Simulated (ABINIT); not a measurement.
# GaP (F-43m): a self-consistent loop beyond G0W0, cycle by cycle, part 2 of 2

How far does self-consistency move the gap of GaP (F-43m)?

ABINIT 10.8.3; PBE and many-body steps on it, plane waves. Known limits of the many-body steps: not at the basis limit; exchange with frozen shells missing; no spin-orbit coupling; coarse k mesh.

So far. Step 3 (Screening, 4×4×4 mesh, 46 bands, screening to 106.1 eV): Local fields lower ε∞ by 8 %. On a Γ-centred mesh this coarse the value itself is usually too large, while a short band sum pulls it down. Step 4 (G0W0): The gap on the mesh goes from 1.65 eV to 2.01 eV, a correction of +0.36 eV.

## Step 5: evGW0, cycle 1

This step: evGW0 on PBE, plane waves, norm-conserving pseudopotentials.

File run.abi:

```
acell 3*1.0 Angstrom
rprim 
  0.000000000000 2.725250000000 2.725250000000
  2.725250000000 0.000000000000 2.725250000000
  2.725250000000 2.725250000000 0.000000000000
ntypat 2
znucl 31 15
natom 2
typat 1 2
xred 
  0.000000000000 0.000000000000 0.000000000000
  0.250000000000 0.250000000000 0.250000000000
pp_dirpath "pseudos"
pseudos "Ga.upf, P.upf"
ecut 36
ngkpt 4 4 4
nshiftk 1
shiftk 0 0 0
kptopt 1
chksymbreak 0
istwfk *1
occopt 1
irdwfk 1
optdriver 4
nband 46
gwcalctyp 10
ecutsigx 36
symsigma 1
nkptgw 8
kptgw 
  0.0000000000 0.0000000000 0.0000000000
  0.2500000000 0.0000000000 0.0000000000
  0.5000000000 0.0000000000 0.0000000000
  0.2500000000 0.2500000000 0.0000000000
  0.5000000000 0.2500000000 0.0000000000
  -0.2500000000 0.2500000000 0.0000000000
  0.5000000000 0.5000000000 0.0000000000
  -0.2500000000 0.5000000000 0.2500000000
bdgw 
  1 13
  1 13
  1 13
  1 13
  1 13
  1 13
  1 13
  1 13
ecuteps 3.9
irdscr 1
ppmodel 1
indata_prefix "in"
outdata_prefix "out"
tmpdata_prefix "tmp"
```

Run with:

```bash
$ OMP_NUM_THREADS=1 mpirun -n 4 abinit run.abi > log
```

Numbers of over 12 decimals in the logs are rounded to 6 here.

What it wrote:

```text
.Version 10.8.3 of ABINIT. v10.8.2 released Aug 2026.

 Symmetries : space group F-4 3 m (#216); Bravais cF (face-center cubic)
[... echo of the input left out ...]
== DATASET  1 ==================================================================
-   mpi_nproc: 4, omp_nthreads: 1 (-1 if OMP is not activated)

--- !DatasetInfo
iteration_state: {dtset: 1, }
dimensions: {natom: 2, nkpt: 8, mband: 46, nsppol: 1, nspinor: 1, nspden: 1, mpw: 2832, }
cutoff_energies: {ecut:  36.0, pawecutdg:  -1.0, }
electrons: {nelect:   1.80000000E+01, charge:   0.00000000E+00, occopt:   1.00000000E+00, tsmear:   1.00000000E-02, }

 SIGMA: Calculation of the GW corrections

 Based on a program developped by R.W. Godby, V. Olevano, G. Onida, and L. Reining.
 Incorporated in ABINIT by V. Olevano, G.-M. Rignanese, and M. Torrent.
.Using double precision arithmetic ; gwpc =  8

[... cell and pseudopotentials left out ...]
--------------------------------------------------------------------------------

 ==== K-mesh for the wavefunctions ====
 Number of points in the irreducible wedge :     8
[... list of points left out ...]
 Together with 24 symmetry operations and time-reversal symmetry
 yields    64 points in the full Brillouin Zone.

 ==== Q-mesh for screening function ====
 Number of points in the irreducible wedge :     8
[... list of points left out ...]
 Together with 24 symmetry operations and time-reversal symmetry
 yields    64 points in the full Brillouin Zone.

 vcoul_init : cutoff-mode = AUXILIARY_FUNCTION
 q-points for optical limit:   1
     1)      0.000010    0.000020    0.000030
 setmesh: FFT mesh size selected  =    40x   40x   40
          total number of points  =        64000

 Number of electrons calculated from density =   18.0000; Expected =   18.0000
[...]
QP_gap     :    5.093
Delta_QP_KS:    0.757
data: !SigmaeeData |
     Band     E_DFT   <VxcDFT>   E(N-1)  <Hhartree>   SigX  SigC[E(N-1)]    Z     dSigC/dE  Sig[E(N)]  DeltaE  E(N)_pert E(N)_diago
[...]
--- !SelfEnergy_ee
iteration_state: {dtset: 1, }
kpoint     : [  -0.250,    0.500,    0.250, ]
spin       : 1
KS_gap     :    8.122
QP_gap     :    9.155
Delta_QP_KS:    1.034
data: !SigmaeeData |
     Band     E_DFT   <VxcDFT>   E(N-1)  <Hhartree>   SigX  SigC[E(N-1)]    Z     dSigC/dE  Sig[E(N)]  DeltaE  E(N)_pert E(N)_diago
[...]
12    10.458   -10.573    10.458    21.031    -5.591    -4.597     0.784    -0.275   -10.272     0.301    10.760    10.843
       13    10.506   -10.080    10.506    20.586    -5.363    -4.311     0.794    -0.260    -9.758     0.322    10.828    10.912

 New Fermi energy :        1.909056E-01 Ha ,    5.194807E+00 eV
 New Exchange energy :    -8.304086E+00 Ha ,   -2.259657E+02 eV

 === QP Band Gaps ===
  >>>> For spin  1
   Minimum direct gap =   2.5151 [eV], located at k-point      :   0.0000  0.0000  0.0000
   Fundamental gap    =   2.1071 [eV], Top of valence bands at :   0.0000  0.0000  0.0000
                                       Bottom of conduction at :   0.5000  0.5000  0.0000

 writing QP data on file : out_QPS

 Convergence of QP corrections
 >>>>> For spin  1 <<<<<
.  kptgw no:  1; Maximum DeltaE = (   2.874   0.002) for band index:  5
.  kptgw no:  2; Maximum DeltaE = (   2.891   0.002) for band index:  5
.  kptgw no:  3; Maximum DeltaE = (   2.893   0.001) for band index:  4
[...]
.  kptgw no:  7; Maximum DeltaE = (   2.899   0.002) for band index:  5
.  kptgw no:  8; Maximum DeltaE = (   2.892  -0.001) for band index:  5

== END DATASET(S) ==============================================================
================================================================================

 -outvars: echo values of variables after computation  --------
           etotal      0.0000000000E+00
            nband          46
             nkpt           8
          spgroup         216
 [... the other variables as echoed above ...]

 Calculation completed.
```

Elapsed: 25 s, on 4 MPI ranks of Intel Xeon 6975P-C (Granite Rapids), shared host; peak memory 0.9 GiB.

Numbers from this step:

* quasiparticle gap on the mesh: 2.107 eV
* gap of the density functional on the mesh: 1.653 eV
* k of the valence top: 0, 0, 0
* k of the conduction bottom: 0.5, 0.5, 0
* Z at the valence top: 0.783
* Z at the conduction bottom: 0.807
* least direct quasiparticle gap on the computed points: 2.515 eV

Against G0W0 in ABINIT (4×4×4 mesh, 46 bands, screening to 106.1 eV, Godby-Needs plasmon pole), the gap moves by +0.093 eV. This first cycle still uses the starting levels; it takes the full correction, at all points of the mesh, and its linearised value is 2.014 eV.

## Step 6: evGW0, cycle 2

The corrected levels of the last cycle go back in.

run.abi: that of step 5 with these lines changed.

```diff
@@ -50,2 +50,3 @@
 ppmodel 1
+irdqps 1
 indata_prefix "in"
```

What it wrote:

```text
.Version 10.8.3 of ABINIT. v10.8.2 released Aug 2026.

 Symmetries : space group F-4 3 m (#216); Bravais cF (face-center cubic)
[... echo of the input left out ...]
== DATASET  1 ==================================================================
-   mpi_nproc: 4, omp_nthreads: 1 (-1 if OMP is not activated)

--- !DatasetInfo
iteration_state: {dtset: 1, }
dimensions: {natom: 2, nkpt: 8, mband: 46, nsppol: 1, nspinor: 1, nspden: 1, mpw: 2832, }
cutoff_energies: {ecut:  36.0, pawecutdg:  -1.0, }
[...]
.  kptgw no:  3; Maximum DeltaE = (   0.119   0.000) for band index:  7
[...]
.  kptgw no:  7; Maximum DeltaE = (  -0.162  -0.004) for band index:  6
.  kptgw no:  8; Maximum DeltaE = (  -0.102  -0.001) for band index:  1

== END DATASET(S) ==============================================================
================================================================================

 -outvars: echo values of variables after computation  --------
           etotal      0.0000000000E+00
            nband          46
             nkpt           8
          spgroup         216
 [... the other variables as echoed above ...]

 Calculation completed.
```

The job ended after 24 s (4 MPI ranks; peak memory 0.9 GiB).

This step gave:

```yaml
quasiparticle_gap_on_the_mesh: 2.079 eV
gap_of_the_density_functional_on_the_mesh: 1.653 eV
k_of_the_valence_top: 0, 0, 0
k_of_the_conduction_bottom: 0.5, 0.5, 0
least_direct_quasiparticle_gap_on_the_computed_points: 2.435 eV
```

Against the cycle before, the gap moves by −0.028 eV.

## Step 7: evGW0, cycle 3

run.abi is that of step 6.

What it wrote:

```text
.Version 10.8.3 of ABINIT. v10.8.2 released Aug 2026.

 Symmetries : space group F-4 3 m (#216); Bravais cF (face-center cubic)
[... echo of the input left out ...]
== DATASET  1 ==================================================================
-   mpi_nproc: 4, omp_nthreads: 1 (-1 if OMP is not activated)

--- !DatasetInfo
iteration_state: {dtset: 1, }
dimensions: {natom: 2, nkpt: 8, mband: 46, nsppol: 1, nspinor: 1, nspden: 1, mpw: 2832, }
cutoff_energies: {ecut:  36.0, pawecutdg:  -1.0, }
[...]
.  kptgw no:  3; Maximum DeltaE = (   0.065   0.003) for band index:  4
[...]
.  kptgw no:  7; Maximum DeltaE = (   0.091  -0.012) for band index:  6
.  kptgw no:  8; Maximum DeltaE = (   0.052  -0.001) for band index:  6

== END DATASET(S) ==============================================================
================================================================================

 -outvars: echo values of variables after computation  --------
           etotal      0.0000000000E+00
            nband          46
             nkpt           8
          spgroup         216
 [... the other variables as echoed above ...]

 Calculation completed.
```

Elapsed: 24 s, on 4 MPI ranks; peak memory 0.9 GiB; 93 s of CPU time.

This step gave:

- quasiparticle gap on the mesh: 2.079 eV
- gap of the density functional on the mesh: 1.653 eV
- k of the valence top: 0, 0, 0
- k of the conduction bottom: 0.5, 0.5, 0
- least direct quasiparticle gap on the computed points: 2.443 eV

Against the cycle before, the gap moves by +0.000 eV.

## Step 8: Side by side

Times are wall times on 4 MPI ranks of Intel Xeon 6975P-C (Granite Rapids), shared host, good to a factor of about two. A run's time includes the screening step that it read.

| run | mesh | bands | screening cutoff (eV) | DFT gap (eV) | gap on the mesh (eV) | direct (eV) | ε∞ used | time |
| --- | --- | --- | --- | --- | --- | --- | --- | --- |
| G0W0 | 4×4×4 | 46 | 106.1 | 1.653 | 2.014 | 2.366 | 18.02 | 11 s |
| evGW0, cycle 1 | 4×4×4 | 46 | 106.1 | 1.653 | 2.107 | 2.515 | 18.02 | 31 s |
| evGW0, cycle 2 | 4×4×4 | 46 | 106.1 | 1.653 | 2.079 | 2.435 | 18.02 | 31 s |
| evGW0, cycle 3 | 4×4×4 | 46 | 106.1 | 1.653 | 2.079 | 2.443 | 18.02 | 30 s |

## Step 9: What came out

```json
{
 "G0W0": "2.014 eV",
 "evGW0, cycle 1": "2.107 eV",
 "evGW0, cycle 2": "2.079 eV",
 "evGW0, cycle 3": "2.079 eV",
 "known limits": "not at the basis limit; exchange with frozen shells missing; no spin-orbit coupling; coarse k mesh"
}
```

**Reading.** Only the bands that the input lists are updated; the others, empty or deep, keep the functional's energies or take a rigid shift. evGW0 ends at 2.08 eV, +0.06 eV from G0W0, after 3 cycles that took 72 s beside the first screening; the last moved the gap by 0.000 eV. The first cycle of evGW0 takes the full correction, without the factor Z, so it overshoots the one-shot value. Bands and cutoff are finite, so the gap is not at the basis limit. The miss can reach some tenths of an eV and take either sign; the mesh is an error of its own. A denser mesh or path gives a starting gap of 1.59 eV: the GW mesh misses a band edge, so its gaps are not the fundamental one. The 4×4×4 mesh is coarse for this cell, which bears on the long-range parts of exchange and screening. The norm-conserving file of at least one element keeps a d shell over frozen s and p shells of the same row. Exchange with those shells is missing from the self-energy, an error of 0.3 to 0.9 eV in cases checked, whose sign depends on which edge lies on those atoms. The many-body steps are scalar-relativistic: spin-orbit coupling is not in them.

[Paths, hosts, dates, memory and timing lines, banners, echoed tables and standing remarks are left out of the program output.]

[Logs are printed without paths, hosts, clocks, repeated set-up lines and the standing remarks that a program may print on its own settings, such as how far it seeks lower states.]

[Runs of the session that timed out or met a known fault of the program may be left out.]

[No measured gap is set beside runs whose start may be inverted or whose files or cutoffs have a known fault.]

[Loops that did not settle are left out.]

[Hosts, paths, dates, database ids (printed as entryN), source tags and the programs' standing remarks are cut or masked in the printed files.]

[G0W0 gaps are taken among the corrected bands and points alone; a level outside them can change the order at an edge.]

[Where Ansatz stands beside ABINIT at settings called matched, ABINIT's density can come from a denser mesh and the files from another edition; pairs whose starting gaps differed by over 0.03 eV were left out, so agreement reads better than it is.]
